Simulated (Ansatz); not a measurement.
# Li on Pd(111): change of the work function, part 2 of 3

Wanted: Δφ(θ) for Li/Pd(111), starting from the hcp site.

Ansatz 0.2.0; plane-wave DFT, LDA, Ansatz PAW.

So far, work function, upper face (eV): step 2 (the clean slab) 5.63; step 3 (37 atoms, coverage 0.111 ML, cell 3x3) 4.11; step 4 (17 atoms, coverage 0.25 ML, cell 2x2) 2.90.

## 5. Adsorbate added, k-mesh 6×6×1, coverage 0.5 ML

System of this step: Li/Pd(111). The cell holds 18 atoms: 16 Pd and 2 Li. Cell: a = 5.501 Å, b = 5.501 Å, c = 26.912 Å, α = 90.0°, β = 90.0°, γ = 60.0°. Vacuum lies along c.

input.yaml

```yaml
crystal:
  lattice:
    - [5.5012907577, 0.0, 0.0]
    - [2.7506453788, 4.7642575497, 0.0]
    - [0.0, 0.0, 26.9115317527]
  atoms:
    - { symbol: Pd, position: [0.0, 0.0, 0.3344291244] }
    - { symbol: Pd, position: [0.1666666667, 0.1666666667, 0.4178837775] }
    - { symbol: Pd, position: [0.3333333333, 0.3333333333, 0.4984841747] }
    - { symbol: Pd, position: [0.0, 0.0, 0.5797220388] }
    - { symbol: Pd, position: [0.0, 0.5, 0.3344291244] }
    - { symbol: Pd, position: [0.1666666667, 0.6666666667, 0.4178837775] }
    - { symbol: Pd, position: [0.3333333333, 0.8333333333, 0.4984841747] }
    - { symbol: Pd, position: [0.0, 0.5, 0.5797220388] }
    - { symbol: Pd, position: [0.5, 0.0, 0.3344291244] }
    - { symbol: Pd, position: [0.6666666667, 0.1666666667, 0.4178837775] }
    - { symbol: Pd, position: [0.8333333333, 0.3333333333, 0.4984841747] }
    - { symbol: Pd, position: [0.5, 0.0, 0.5797220388] }
    - { symbol: Pd, position: [0.5, 0.5, 0.3344291244] }
    - { symbol: Pd, position: [0.6666666667, 0.6666666667, 0.4178837775] }
    - { symbol: Pd, position: [0.8333333333, 0.8333333333, 0.4984841747] }
    - { symbol: Pd, position: [0.5, 0.5, 0.5797220388] }
    - { symbol: Li, position: [0.3333333333, 0.3333333333, 0.6655708756] }
    - { symbol: Li, position: [0.8333333333, 0.3333333333, 0.6655708756] }
kpoints:
  mp_grid: { grid: [6, 6, 1] }
hamiltonian:
  xc: lda
scf:
  occupations: { method: fermi_dirac, width: 0.1 }
  convergence: { dr2_threshold: 1.0e-08 }
efield:
  axis: 3
  dipole_correction: true
  ramp_position: 0.97
  ramp_width: 0.06
relax:
  f_tol: 0.02
  max_steps: 60
  constraints: [{ sites: [0, 1, 4, 5, 8, 9, 12, 13] }]
output:
  bader: true
  dos: { projected: true, e_range: [-8, 4] }
  write_potential: true
  write_density: true
  volumetric_format: npy
```

On the command line:

```sh
> ansatz run input.yaml --threads 4 --pin off --max-ram 12288MiB --backend cpu --events-out ev --progress --plain --runs-dir out
```

It took 6.6 min on 4 threads of Arm Neoverse V1, shared host; peak memory 3.3 GiB.

Relaxation path:

```
step  energy less that of the first step (eV)  largest force component (eV/Å)
   1                                   0.0000                          1.0777
   2                                  -0.4726                          0.6767
   3                                  -0.6356                          0.1401
   4                                  -0.6494                          0.0391
   5                                  -0.6516                          0.0099
   6                                  -0.6518                          0.0029
```

The run keeps the 4 symmetry operations that it works with, so distortions that break them were not tested.

The atoms that moved most (Å):

```
atom     dx      dy      dz  length
Li18  0.000   0.117  -0.448   0.463
Li17  0.000   0.117  -0.448   0.463
 Pd4  0.000  -0.025   0.074   0.078
Pd12  0.000  -0.025   0.074   0.078
Pd11  0.000  -0.013   0.016   0.021
 Pd3  0.000  -0.013   0.016   0.021
 Pd7  0.000   0.008   0.019   0.020
Pd15  0.000   0.008   0.019   0.020
```

The relaxed structure:

```
Pd Li
1.0
     5.50129    0.00000    0.00000
     2.75065    4.76426    0.00000
     0.00000    0.00000   26.91153
Pd Li
16 2
Direct
  0.00000 0.00000 0.33443
  0.16667 0.16667 0.41788
  0.33473 0.33054 0.49908
  0.00259 0.99482 0.58247
  0.00000 0.50000 0.33443
  0.16667 0.66667 0.41788
  0.33253 0.83493 0.49918
  0.99836 0.50329 0.58003
  0.50000 0.00000 0.33443
  0.66667 0.16667 0.41788
  0.83473 0.33054 0.49908
  0.50259 0.99482 0.58247
  0.50000 0.50000 0.33443
  0.66667 0.66667 0.41788
  0.83253 0.83493 0.49918
  0.49836 0.50329 0.58003
  0.32101 0.35797 0.64894
  0.82101 0.35797 0.64894
```

The relaxation took 6 steps and lowered the energy by 0.65 eV; the largest force on the free atoms ends at 0.0029 eV/Å.

The covered face has 2.51 eV, -3.12 eV against the clean one; the bare back face has moved by -0.03 eV, a measure of how thin the slab is.

## 6. Adsorbate added, k-mesh 12×12×1, coverage 1 ML

System of this step: Li/Pd(111). The cell holds 5 atoms: 4 Pd and 1 Li. Its edges and angles: a = 2.751 Å, b = 2.751 Å, c = 26.912 Å, α = 90.0°, β = 90.0°, γ = 60.0°. Vacuum lies along c.

input.yaml, the sections that differ from step 5:

```yaml
crystal:
  lattice:
    - [2.7506453788, 0.0, 0.0]
    - [1.3753226894, 2.3821287749, 0.0]
    - [0.0, 0.0, 26.9115317527]
  atoms:
    - { symbol: Pd, position: [0.0, 0.0, 0.3344291244] }
    - { symbol: Pd, position: [0.3333333333, 0.3333333333, 0.4178837775] }
    - { symbol: Pd, position: [0.6666666667, 0.6666666667, 0.4984841747] }
    - { symbol: Pd, position: [0.0, 0.0, 0.5797220388] }
    - { symbol: Li, position: [0.6666666667, 0.6666666667, 0.6655708756] }
kpoints:
  mp_grid: { grid: [12, 12, 1] }
relax:
  f_tol: 0.02
  max_steps: 60
  constraints: [{ sites: [0, 1] }]
output:
  bader: true
  write_potential: true
  write_density: true
  volumetric_format: npy
# hamiltonian, scf, efield: as in step 5
```

Wall time 24 s (4 threads); peak memory 0.48 GiB.

Relaxation path:

```
step  energy less that of the first step (eV)  largest force component (eV/Å)
   1                                   0.0000                          1.0003
   2                                  -0.2081                          0.3853
   3                                  -0.2380                          0.0630
   4                                  -0.2387                          0.0047
```

Forces are held to the 6 operations that the run works with; a distortion that breaks them can't arise in this run.

The atoms that moved most (Å):

```
atom     dx     dy      dz  length
 Li5  0.000  0.000  -0.377   0.377
 Pd4  0.000  0.000   0.065   0.065
 Pd3  0.000  0.000   0.022   0.022
```

Final coordinates:

```cif
data_structure
_symmetry_space_group_name_H-M 'P 1'
_symmetry_Int_Tables_number 1
_cell_length_a 2.7506
_cell_length_b 2.7506
_cell_length_c 26.9115
_cell_angle_alpha 90.000
_cell_angle_beta 90.000
_cell_angle_gamma 60.000
_cell_volume 176.33
loop_
_atom_site_label
_atom_site_type_symbol
_atom_site_fract_x
_atom_site_fract_y
_atom_site_fract_z
_atom_site_occupancy
Pd1 Pd 0.00000 0.00000 0.33443 1
Pd2 Pd 0.33333 0.33333 0.41788 1
Pd3 Pd 0.66667 0.66667 0.49930 1
Pd4 Pd 0.00000 0.00000 0.58212 1
Li5 Li 0.66667 0.66667 0.65155 1
```

Running mean over 2.246 Å of the planar mean; the ramp of the sawtooth is left out. The electron's electrostatic potential energy less the Fermi level by z:

z (Å), electron's electrostatic potential energy less the Fermi level (eV) and a bar from the least value:
```
      3.5       5.61 ##############################
      4.0       5.61 ##############################
      4.5       5.61 ##############################
      5.0       5.61 ##############################
      5.5       5.60 ##############################
      6.0       5.56 ##############################
      6.5       5.41 ##############################
      7.0       4.76 ############################
      7.5       2.12 #######################
      8.0      -2.85 #############
      8.5      -6.84 ####
      9.0      -8.07 ##
      9.5      -8.25 ##
     10.0      -8.30 #
     10.5      -8.34 #
     11.0      -8.42 #
     11.5      -8.59 #
     12.0      -8.91 
     12.5      -9.00 
     13.0      -8.72 #
     13.5      -8.55 #
     14.0      -8.61 #
     14.5      -8.69 #
     15.0      -8.65 #
     15.5      -8.63 #
     16.0      -8.74 #
     16.5      -7.73 ###
     17.0      -4.69 #########
     17.5      -2.22 ##############
     18.0      -1.54 ###############
     18.5      -0.39 ##################
     19.0       1.47 #####################
     19.5       2.59 ########################
     20.0       3.09 #########################
     20.5       3.31 #########################
     21.0       3.41 #########################
     21.5       3.45 ##########################
     22.0       3.46 ##########################
     22.5       3.47 ##########################
     23.0       3.47 ##########################
     23.5       3.47 ##########################
```

The relaxation took 4 steps and lowered the energy by 0.24 eV; the largest force on the free atoms ends at 0.0047 eV/Å.

The covered face has 3.47 eV, -2.16 eV against the clean one; the bare back face has moved by -0.03 eV, a measure of how thin the slab is.

## 7. Work function against coverage

This step: plane-wave DFT, LDA, Ansatz PAW; work function against coverage (Ansatz 0.2.0).

The runs are now put side by side.

This step gave:

| Property | Result |
| --- | --- |
| work function of the clean face | 5.628 eV |
| largest change of the work function | -3.116 eV |

Table of work function of the covered face by coverage:

```
coverage (adsorbates/nm²)  work function of the covered face (eV)
                     0.00                                    5.63
                     1.70                                    4.11
                     3.82                                    2.90
                     7.63                                    2.51
                    15.26                                    3.47
```

The dipole per adsorbate comes from the change of the cell's dipole. Coverage, by row:

```
coverage (1/nm²)  coverage (ML)  work function (eV)  change (eV)  dipole per adsorbate, positive end outwards (debye)  mean height of the added atoms over the highest substrate atom (Å)
           1.696         0.1111               4.114       -1.514                                                2.377                                                               1.916
           3.815           0.25               2.895       -2.733                                                1.909                                                               1.848
           7.631            0.5               2.512       -3.116                                                1.074                                                               1.789
           15.26              1               3.469        -2.16                                                 0.37                                                               1.868
```

## 8. The slab at 0.25 ML, atoms frozen

This step: plane-wave DFT, LDA, Ansatz PAW (Ansatz 0.2.0).

System of this step: Li/Pd(111). The cell holds 17 atoms: 16 Pd and 1 Li. Its edges and angles: a = 5.501 Å, b = 5.501 Å, c = 26.912 Å, α = 90.0°, β = 90.0°, γ = 60.0°. Vacuum lies along c.

To see where the charge goes, the covered slab, the bare substrate and the adsorbate layer are each run at the same frozen positions and on the same grid.

input.yaml

```yaml
crystal:
  lattice:
    - [5.5012907577, 0.0, 0.0]
    - [2.7506453788, 4.7642575498, 0.0]
    - [0.0, 0.0, 26.9115317527]
  atoms:
    - { symbol: Pd, position: [0.0, 0.0, 0.3344291244] }
    - { symbol: Pd, position: [0.1666666667, 0.1666666667, 0.4178837775] }
    - { symbol: Pd, position: [0.3333333333, 0.3333333333, 0.4990620097] }
    - { symbol: Pd, position: [0.0, 0.0, 0.5816567945] }
    - { symbol: Pd, position: [0.0, 0.5, 0.3344291244] }
    - { symbol: Pd, position: [0.1666666667, 0.6666666667, 0.4178837775] }
    - { symbol: Pd, position: [0.3318097293, 0.8340951353, 0.4988278948] }
    - { symbol: Pd, position: [-0.0040086745, 0.5020043373, 0.5802465936] }
    - { symbol: Pd, position: [0.5, 0.0, 0.3344291244] }
    - { symbol: Pd, position: [0.6666666667, 0.1666666667, 0.4178837775] }
    - { symbol: Pd, position: [0.8340951353, 0.3318097293, 0.4988278948] }
    - { symbol: Pd, position: [0.5020043373, -0.0040086745, 0.5802465936] }
    - { symbol: Pd, position: [0.5, 0.5, 0.3344291244] }
    - { symbol: Pd, position: [0.6666666667, 0.6666666667, 0.4178837775] }
    - { symbol: Pd, position: [0.8340951353, 0.8340951353, 0.4988278948] }
    - { symbol: Pd, position: [0.5020043373, 0.5020043373, 0.5802465936] }
    - { symbol: Li, position: [0.3333333333, 0.3333333333, 0.6503112593] }
kpoints:
  mp_grid: { grid: [6, 6, 1] }
hamiltonian:
  xc: lda
scf:
  occupations: { method: fermi_dirac, width: 0.1 }
  convergence: { dr2_threshold: 1.0e-08 }
efield:
  axis: 3
  dipole_correction: true
  ramp_position: 0.97
  ramp_width: 0.06
output:
  write_potential: true
  write_density: true
  volumetric_format: npy
```

Elapsed: 39 s, on 4 threads; peak memory 2.7 GiB; 2.6 min of CPU time.

This step gave:

```
energy at zero smearing        : -109710.1380 eV
work function, upper face      : 2.895 eV
work function, lower face      : 5.660 eV
dipole along the normal        : 0.4004 e·Å
step between the vacuum levels : -2.764 eV
```

The work function of the upper face is 2.90 eV.

## 9. The substrate of the 0.25 ML cell alone

System of this step: Li/Pd(111), substrate alone, atoms held. The cell holds 16 atoms: 16 Pd. Its edges and angles: a = 5.501 Å, b = 5.501 Å, c = 26.912 Å, α = 90.0°, β = 90.0°, γ = 60.0°. Vacuum lies along c.

The second part, atoms unmoved.

input.yaml: that of step 8 with these lines changed.

```diff
@@ -22,3 +22,2 @@
     - { symbol: Pd, position: [0.5020043373, 0.5020043373, 0.5802465936] }
-    - { symbol: Li, position: [0.3333333333, 0.3333333333, 0.6503112593] }
 kpoints:
```

It took 39 s on 4 threads; peak memory 2.6 GiB.

Numbers from this step:

* energy at zero smearing: -109506.9775 eV
* work function, upper face: 5.634 eV
* dipole along the normal: 0.002424 e·Å

The work function of the upper face is 5.63 eV.

## 10. The adsorbate layer of the 0.25 ML cell alone

System of this step: Li/Pd(111), adsorbate layer alone, atoms held. The cell holds 1 atom: 1 Li. Cell: a = 5.501 Å, b = 5.501 Å, c = 26.912 Å, α = 90.0°, β = 90.0°, γ = 60.0°. Vacuum lies along c.

The third part; a free layer of atoms may carry a moment, so spin is on.

input.yaml, the sections that differ from step 9:

```yaml
crystal:
  lattice:
    - [5.5012907577, 0.0, 0.0]
    - [2.7506453788, 4.7642575498, 0.0]
    - [0.0, 0.0, 26.9115317527]
  atoms:
    - { symbol: Li, position: [0.3333333333, 0.3333333333, 0.6503112593], spin: 1.0 }
magnetization:
  spin_polarized: true
# kpoints, hamiltonian, scf, efield, output: as in step 9
```

Elapsed: 4.1 s, on 4 threads; peak memory 0.69 GiB.

This step gave:

| Property | Result |
| --- | --- |
| energy at zero smearing | -200.1095 eV |
| work function, upper face | 3.060 eV |
| dipole along the normal | 1.46e-6 e·Å |

At this spacing and smearing the free layer keeps no moment.

## 11. Where the charge went at 0.25 ML

This step: plane-wave DFT, LDA, Ansatz PAW; density difference on adsorption (Ansatz 0.2.0).

The densities of the parts are taken from that of the whole and averaged over planes; the first moment of what is left gives the step in the potential.

Numbers from this step:

* largest charge moved: 0.009935 e/Å²
* potential step from the moved charge: -2.748 eV

The electron density difference oscillates, so the rows of the table below give means over windows of 1 Å about each position, cut where the curve ends. Its maxima inside the range that stand out by 2 % of the span (Å: e/Å³): 10.8: 4.6e-4, 11.7: 3.9e-4, 13.2: 0.00127, 13.8: 0.00208, 15.7: 0.00144, 16.6: 0.0170. Its minima: 11.2: -8.7e-4, 12.6: -3.5e-4, 13.5: -0.00195, 15.2: -0.00477, 16.0: -0.00652, 18.4: -0.00613.

Planar mean, whole system less its parts. The electron density difference by z; means over each step:

z (Å), electron density difference (e/Å³) and a bar from the least value:
```
        5     0.0000 #########
        6     0.0000 #########
        7     0.0000 #########
        8     0.0000 #########
        9     0.0000 #########
       10    -0.0001 #########
       11    -0.0001 #########
       12     0.0001 #########
       13     0.0000 #########
       14     0.0002 #########
       15    -0.0030 ###
       16     0.0017 ############
       17     0.0110 ##############################
       18    -0.0034 ##
       19    -0.0045 
       20    -0.0015 ######
       21    -0.0003 ########
       22    -0.0001 #########
       23     0.0000 #########
       24     0.0000 #########
```

(Continued in part 3 of 3.)

[Logs are printed without paths, hosts, clocks, repeated set-up lines and the standing remarks that a program may print on its own settings, such as how far it seeks lower states.]

[Hosts, paths, dates, database ids (printed as entryN), source tags and the programs' standing remarks are cut or masked in the printed files.]

[Maps of the electrostatic potential energy from Ansatz leave out the sawtooth potential of an applied field or a dipole correction, so their vacuum need not be flat; planar profiles and work functions include it.]
